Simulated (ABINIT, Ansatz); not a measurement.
# Sb (Antimony): from the cell to the phonon bands

How does Sb (Antimony) vibrate, and is this structure a minimum?

Method: DFT LDA, scalar-relativistic, plane waves, PseudoDojo norm-conserving pseudopotentials, in ABINIT 10.8.3.

This is not the structure that Sb takes at ambient pressure and room temperature (space group No. 166); it is a model or a phase of other conditions.

## 1. The starting structure

It takes space group Pm-3m (No. 221, cubic). The conventional cell has a = 3.160 Å, b = 3.160 Å, c = 3.160 Å, α = 90.00°, β = 90.00°, γ = 90.00°. Nearest to Sb lie 6 Sb at 3.16 Å.

## 2. A first look

A first run with smearing and empty bands tells whether the crystal has a gap, which decides between fixed occupations and smearing later on.

Contents of probe.abi:

```
# ground state
tolvrs 1.0d-08
prtden 1
prtwf 1

# basis, mesh and filling
ecut 36.0
ngkpt 6 6 6
nshiftk 1
shiftk 0.0 0.0 0.0
istwfk *1
occopt 7
tsmear 0.005
nband 14
nstep 100
diemac 9.0
prtebands 0
prtgsr 0
useylm 1

# cell and atoms
acell 5.971534554 5.971534554 5.971534554
rprim 
    1.0 0.0 0.0
    0.0 1.0 0.0
    0.0 0.0 1.0
ntypat 1
znucl 51
natom 1
typat 1
xred 
    0.0 0.0 0.0
pp_dirpath "./pseudo"
pseudos "Sb.upf"
```

The run is started by

```
$ OMP_NUM_THREADS=1 mpirun -n 4 abinit probe.abi > probe.log
```

Numbers of over 12 decimals in the logs are rounded to 6 here.

probe.abo, the main output file:

```text
[banners, grids, parts of the stress and lines that vanish by symmetry left out]
- input  file    -> probe.abi
- output file    -> probe.abo
- root for input  files -> probei
[...]
Symmetries : space group Pm -3 m (#221); Bravais cP (primitive cubic)
[...]
mpw =        2272          nfft =       46656          nkpt =          20
[...]
== DATASET  1 ==================================================================
[...]
cutoff_energies: {ecut:  36.0, pawecutdg:  -1.0, }
[...]
ETOT  1  -90.708967894623    -9.071E+01 9.836E-02 1.989E-01
 ETOT  2  -90.736352008517    -2.738E-02 2.261E-02 4.637E-01
 ETOT  3  -90.736430746804    -7.874E-05 1.017E-02 1.713E-01
 ETOT  4  -90.736476780290    -4.603E-05 8.991E-04 9.191E-05
 ETOT  5  -90.736476814496    -3.421E-08 1.574E-03 7.420E-06
 ETOT  6  -90.736476816427    -1.931E-09 8.144E-04 2.564E-07
 ETOT  7  -90.736476816498    -7.081E-11 4.965E-04 1.196E-10
 At SCF step    7       vres2   =  1.20E-10 < tolvrs=  1.00E-08 =>converged.
[...]
sigma(1 1)=  2.14275906E-04  sigma(3 2)=  0.00000000E+00
  sigma(2 2)=  2.14275906E-04  sigma(3 1)=  0.00000000E+00
  sigma(3 3)=  2.14275906E-04  sigma(2 1)=  0.00000000E+00
[...]
convergence: {deltae: -7.081E-11, res2:  1.196E-10, residm:  4.965E-04, diffor: null, }
etotal    :  -9.07364768E+01
[...]
sigma(1 1)=  2.14275906E-04  sigma(3 2)=  0.00000000E+00
  sigma(2 2)=  2.14275906E-04  sigma(3 1)=  0.00000000E+00
  sigma(3 3)=  2.14275906E-04  sigma(2 1)=  0.00000000E+00
[...]
- sigma(1 1)=  6.30421482E+00  sigma(3 2)=  0.00000000E+00
- sigma(2 2)=  6.30421482E+00  sigma(3 1)=  0.00000000E+00
- sigma(3 3)=  6.30421482E+00  sigma(2 1)=  0.00000000E+00
[...]
fcart     -0.0000000000E+00 -0.0000000000E+00 -0.0000000000E+00
           strten      2.1427590639E-04  2.1427590639E-04  2.1427590639E-04
================================================================================

[key lines of the parts left out:]
pressure_GPa:  -6.3042E+00
```

It took 4.7 s on 4 MPI ranks of Arm Neoverse V1, shared host.

Numbers from this step:

* volume per atom: 31.55 Å³
* pressure: -6.304 GPa
* gap on the k-mesh: 0 eV

No gap opens on this mesh, so smearing is kept; the printed pressure holds the stress of the finite basis too.

## 3. Relaxation

The harmonic expansion needs vanishing forces, and a free crystal bears no stress, so cell and atoms are brought to rest. Stress is more sensitive to the basis than forces are: the last 3 Ha under the cutoff are smoothed with ecutsm, and the cutoff is raised above that of the later runs.

Contents of relax.abi:

```
# relaxation
ionmov 2
optcell 2
dilatmx 1.08
ntime 40
tolmxf 1.0d-05
tolvrs 1.0d-14
prtwf 0
prtden 0
chksymtnons 0

# basis, mesh and filling
ecut 44.0
ecutsm 3.0
ngkpt 12 12 12
nshiftk 1
shiftk 0.0 0.0 0.0
istwfk *1
occopt 7
tsmear 0.01
nband 14
nstep 100
diemac 1000000.0
prtebands 0
prtgsr 0
useylm 1

# cell and atoms
acell 5.971534554 5.971534554 5.971534554
rprim 
    1.0 0.0 0.0
    0.0 1.0 0.0
    0.0 0.0 1.0
ntypat 1
znucl 51
natom 1
typat 1
xred 
    0.0 0.0 0.0
pp_dirpath "./pseudo"
pseudos "Sb.upf"
```

The run is started by

```
$ OMP_NUM_THREADS=1 mpirun -n 4 abinit relax.abi > relax.log
```

relax.abo, the main output file:

```text
[banners, grids, parts of the stress and lines that vanish by symmetry left out]
- input  file    -> relax.abi
- output file    -> relax.abo
- root for input  files -> relaxi
[...]
Symmetries : space group Pm -3 m (#221); Bravais cP (primitive cubic)
[...]
mpw =        3783          nfft =       64000          nkpt =          84
[...]
== DATASET  1 ==================================================================
[...]
cutoff_energies: {ecut:  44.0, pawecutdg:  -1.0, }
[...]
ETOT  1  -90.708327814935    -9.071E+01 1.253E-01 4.586E-01
 ETOT  2  -90.735520589368    -2.719E-02 8.781E-03 8.926E-01
 ETOT  3  -90.735643050569    -1.225E-04 5.410E-03 2.817E-01
 ETOT  4  -90.735698831671    -5.578E-05 1.699E-02 8.369E-05
 ETOT  5  -90.735698851613    -1.994E-08 2.455E-02 3.163E-05
[...]
At SCF step   10       vres2   =  1.02E-15 < tolvrs=  1.00E-14 =>converged.
[...]
sigma(1 1)=  1.89877039E-04  sigma(3 2)=  0.00000000E+00
  sigma(2 2)=  1.89877039E-04  sigma(3 1)=  0.00000000E+00
  sigma(3 3)=  1.89877039E-04  sigma(2 1)=  0.00000000E+00
[...]
convergence: {deltae:  1.592E-12, res2:  1.018E-15, residm:  1.312E-03, diffor: null, }
etotal    :  -9.07356989E+01
[...]
ETOT  1  -90.733864420404    -9.073E+01 1.511E+00 3.360E+01
[...]
At SCF step   10       vres2   =  1.94E-16 < tolvrs=  1.00E-14 =>converged.
[...]
sigma(1 1)=  1.67288423E-04  sigma(3 2)=  0.00000000E+00
  sigma(2 2)=  1.67288423E-04  sigma(3 1)=  0.00000000E+00
  sigma(3 3)=  1.67288423E-04  sigma(2 1)=  0.00000000E+00
[...]
convergence: {deltae:  4.206E-12, res2:  1.935E-16, residm:  3.781E-03, diffor: null, }
etotal    :  -9.07363457E+01
[...]
ETOT  1  -90.651774612195    -9.065E+01 1.312E+04 1.287E+03
[...]
At SCF step   11       vres2   =  9.14E-16 < tolvrs=  1.00E-14 =>converged.
[...]
sigma(1 1)= -3.86498060E-05  sigma(3 2)=  0.00000000E+00
  sigma(2 2)= -3.86498060E-05  sigma(3 1)=  0.00000000E+00
  sigma(3 3)= -3.86498060E-05  sigma(2 1)=  0.00000000E+00
[...]
convergence: {deltae:  8.242E-13, res2:  9.142E-16, residm:  9.041E-04, diffor: null, }
etotal    :  -9.07380318E+01
[...]
ETOT  1  -90.734977398344    -9.073E+01 8.224E-03 4.412E+01
[...]
At SCF step   10       vres2   =  7.91E-16 < tolvrs=  1.00E-14 =>converged.
[...]
sigma(1 1)=  5.24548890E-06  sigma(3 2)=  0.00000000E+00
  sigma(2 2)=  5.24548890E-06  sigma(3 1)=  0.00000000E+00
  sigma(3 3)=  5.24548890E-06  sigma(2 1)=  0.00000000E+00
[...]
convergence: {deltae: -1.435E-12, res2:  7.909E-16, residm:  6.279E-04, diffor: null, }
etotal    :  -9.07380924E+01
[...]
ETOT  1  -90.738049151881    -9.074E+01 2.132E-03 6.345E-01
[...]
At SCF step    9       vres2   =  7.74E-16 < tolvrs=  1.00E-14 =>converged.
[...]
sigma(1 1)=  1.30505331E-07  sigma(3 2)=  0.00000000E+00
  sigma(2 2)=  1.30505331E-07  sigma(3 1)=  0.00000000E+00
  sigma(3 3)=  1.30505331E-07  sigma(2 1)=  0.00000000E+00
[...]
convergence: {deltae: -3.752E-12, res2:  7.739E-16, residm:  1.996E-04, diffor: null, }
etotal    :  -9.07380936E+01
[...]
ETOT  1  -90.738093560837    -9.074E+01 3.467E-04 4.123E-04
[...]
ETOT  6  -90.738093589731     5.969E-13 5.975E-05 7.916E-13
 ETOT  7  -90.738093589733    -2.132E-12 4.631E-04 1.768E-15
 At SCF step    7       vres2   =  1.77E-15 < tolvrs=  1.00E-14 =>converged.
[...]
sigma(1 1)= -4.42752583E-10  sigma(3 2)=  0.00000000E+00
  sigma(2 2)= -4.42752578E-10  sigma(3 1)=  0.00000000E+00
  sigma(3 3)= -4.42752585E-10  sigma(2 1)=  0.00000000E+00
[...]
convergence: {deltae: -2.132E-12, res2:  1.768E-15, residm:  4.631E-04, diffor: null, }
etotal    :  -9.07380936E+01
[...]
At Broyd/MD step   6, gradients are converged :
[...]
sigma(1 1)= -4.42752583E-10  sigma(3 2)=  0.00000000E+00
  sigma(2 2)= -4.42752578E-10  sigma(3 1)=  0.00000000E+00
  sigma(3 3)= -4.42752585E-10  sigma(2 1)=  0.00000000E+00
[...]
- sigma(1 1)= -1.30262307E-05  sigma(3 2)=  0.00000000E+00
- sigma(2 2)= -1.30262306E-05  sigma(3 1)=  0.00000000E+00
- sigma(3 3)= -1.30262308E-05  sigma(2 1)=  0.00000000E+00
[...]
fcart     -0.0000000000E+00 -0.0000000000E+00 -0.0000000000E+00
           strten     -4.4275258286E-10 -4.4275257766E-10 -4.4275258460E-10
================================================================================

[key lines of the parts left out:]
pressure_GPa:   1.3026E-05
Total energy (etotal) [Ha]= -9.07380935897331E+01
```

It took 2.6 min on 4 MPI ranks.

Relaxation path:

| step | energy less that of the first step (eV) | largest force (eV/Å) | volume (Å³) |
| --- | --- | --- | --- |
| 1 | 0.0000 | 0.0000 | 31.55 |
| 2 | -0.0176 | 0.0000 | 31.02 |
| 3 | -0.0635 | 0.0000 | 27.70 |
| 4 | -0.0651 | 0.0000 | 28.25 |
| 5 | -0.0652 | 0.0000 | 28.18 |
| 6 | -0.0652 | 0.0000 | 28.18 |

| conventional cell, symmetrised | before | after | change |
| --- | --- | --- | --- |
| a (Å) | 3.160 | 3.043 | -3.7 % |
| b (Å) | 3.160 | 3.043 | -3.7 % |
| c (Å) | 3.160 | 3.043 | -3.7 % |
| volume (Å³/atom) | 31.55 | 28.18 | -10.7 % |

Final coordinates:

```
Sb
1.0
     3.04303    0.00000    0.00000
     0.00000    3.04303    0.00000
     0.00000    0.00000    3.04303
Sb
1
Direct
  0.00000 0.00000 0.00000
```

Read from the output:

- volume per atom: 28.18 Å³
- pressure: 1.30e-5 GPa

The volume changes by -10.7 % in this run and stands -10.7 % from the first cell.

## 4. Self-consistent run for the response

The response is built on these wavefunctions, so the potential is converged far more tightly than an energy would need. Smearing stays on, as the first look found no gap above 0.3 eV.

Contents of gs.abi:

```
# ground state
tolvrs 1.0d-16
prtden 1
prtwf 1

# basis, mesh and filling
ecut 36.0
ngkpt 12 12 12
nshiftk 1
shiftk 0.0 0.0 0.0
istwfk *1
occopt 7
tsmear 0.01
nband 14
nstep 100
diemac 1000000.0
prtebands 0
prtgsr 0
useylm 1

# cell and atoms
acell 5.750488974 5.750488974 5.750488974
rprim 
    1.0 0.0 0.0
    0.0 1.0 0.0
    0.0 0.0 1.0
ntypat 1
znucl 51
natom 1
typat 1
xred 
    0.0 0.0 0.0
pp_dirpath "./pseudo"
pseudos "Sb.upf"
```

The run is started by

```
$ OMP_NUM_THREADS=1 mpirun -n 4 abinit gs.abi > gs.log
```

gs.abo, the main output file:

```text
[banners, grids, parts of the stress and lines that vanish by symmetry left out]
- input  file    -> gs.abi
- output file    -> gs.abo
- root for input  files -> gsi
[...]
Symmetries : space group Pm -3 m (#221); Bravais cP (primitive cubic)
[...]
mpw =        1984          nfft =       32768          nkpt =          84
[...]
== DATASET  1 ==================================================================
[...]
cutoff_energies: {ecut:  36.0, pawecutdg:  -1.0, }
[...]
ETOT  1  -90.711888880878    -9.071E+01 1.444E-01 1.941E-01
 ETOT  2  -90.737385698573    -2.550E-02 6.456E-02 1.707E-01
 ETOT  3  -90.737445839138    -6.014E-05 2.796E-02 1.465E-02
 ETOT  4  -90.737451710303    -5.871E-06 2.865E-02 8.789E-05
 ETOT  5  -90.737451747781    -3.748E-08 8.833E-03 1.410E-06
[...]
ETOT 10  -90.737451748315    -1.151E-12 3.221E-03 3.136E-16
 ETOT 11  -90.737451748314     1.151E-12 1.073E-03 5.770E-18
 At SCF step   11       vres2   =  5.77E-18 < tolvrs=  1.00E-16 =>converged.
[...]
sigma(1 1)=  5.42744465E-05  sigma(3 2)=  0.00000000E+00
  sigma(2 2)=  5.42744465E-05  sigma(3 1)=  0.00000000E+00
  sigma(3 3)=  5.42744465E-05  sigma(2 1)=  0.00000000E+00
[...]
convergence: {deltae:  1.151E-12, res2:  5.770E-18, residm:  1.073E-03, diffor: null, }
etotal    :  -9.07374517E+01
[...]
sigma(1 1)=  5.42744465E-05  sigma(3 2)=  0.00000000E+00
  sigma(2 2)=  5.42744465E-05  sigma(3 1)=  0.00000000E+00
  sigma(3 3)=  5.42744465E-05  sigma(2 1)=  0.00000000E+00
[...]
- sigma(1 1)=  1.59680935E+00  sigma(3 2)=  0.00000000E+00
- sigma(2 2)=  1.59680935E+00  sigma(3 1)=  0.00000000E+00
- sigma(3 3)=  1.59680935E+00  sigma(2 1)=  0.00000000E+00
[...]
fcart     -0.0000000000E+00 -0.0000000000E+00 -0.0000000000E+00
           strten      5.4274446481E-05  5.4274446481E-05  5.4274446481E-05
================================================================================

[key lines of the parts left out:]
pressure_GPa:  -1.5968E+00
```

Run time: 12 s. Hardware: 4 MPI ranks; 48 s of CPU time.

Numbers from this step:

- pressure: -1.597 GPa

The cell stands at -1.6 GPa: the relaxation ran with a smoothed and higher cutoff, and the difference is a stress of the finite basis.

(Continued in part 2 of 4.)

[Host names and launcher messages were left out of these logs when they were recorded.]

[Logs are printed without paths, hosts, clocks, repeated set-up lines and the standing remarks that a program may print on its own settings, such as how far it seeks lower states.]

[Hosts, paths, dates, database ids (printed as entryN), source tags and the programs' standing remarks are cut or masked in the printed files.]
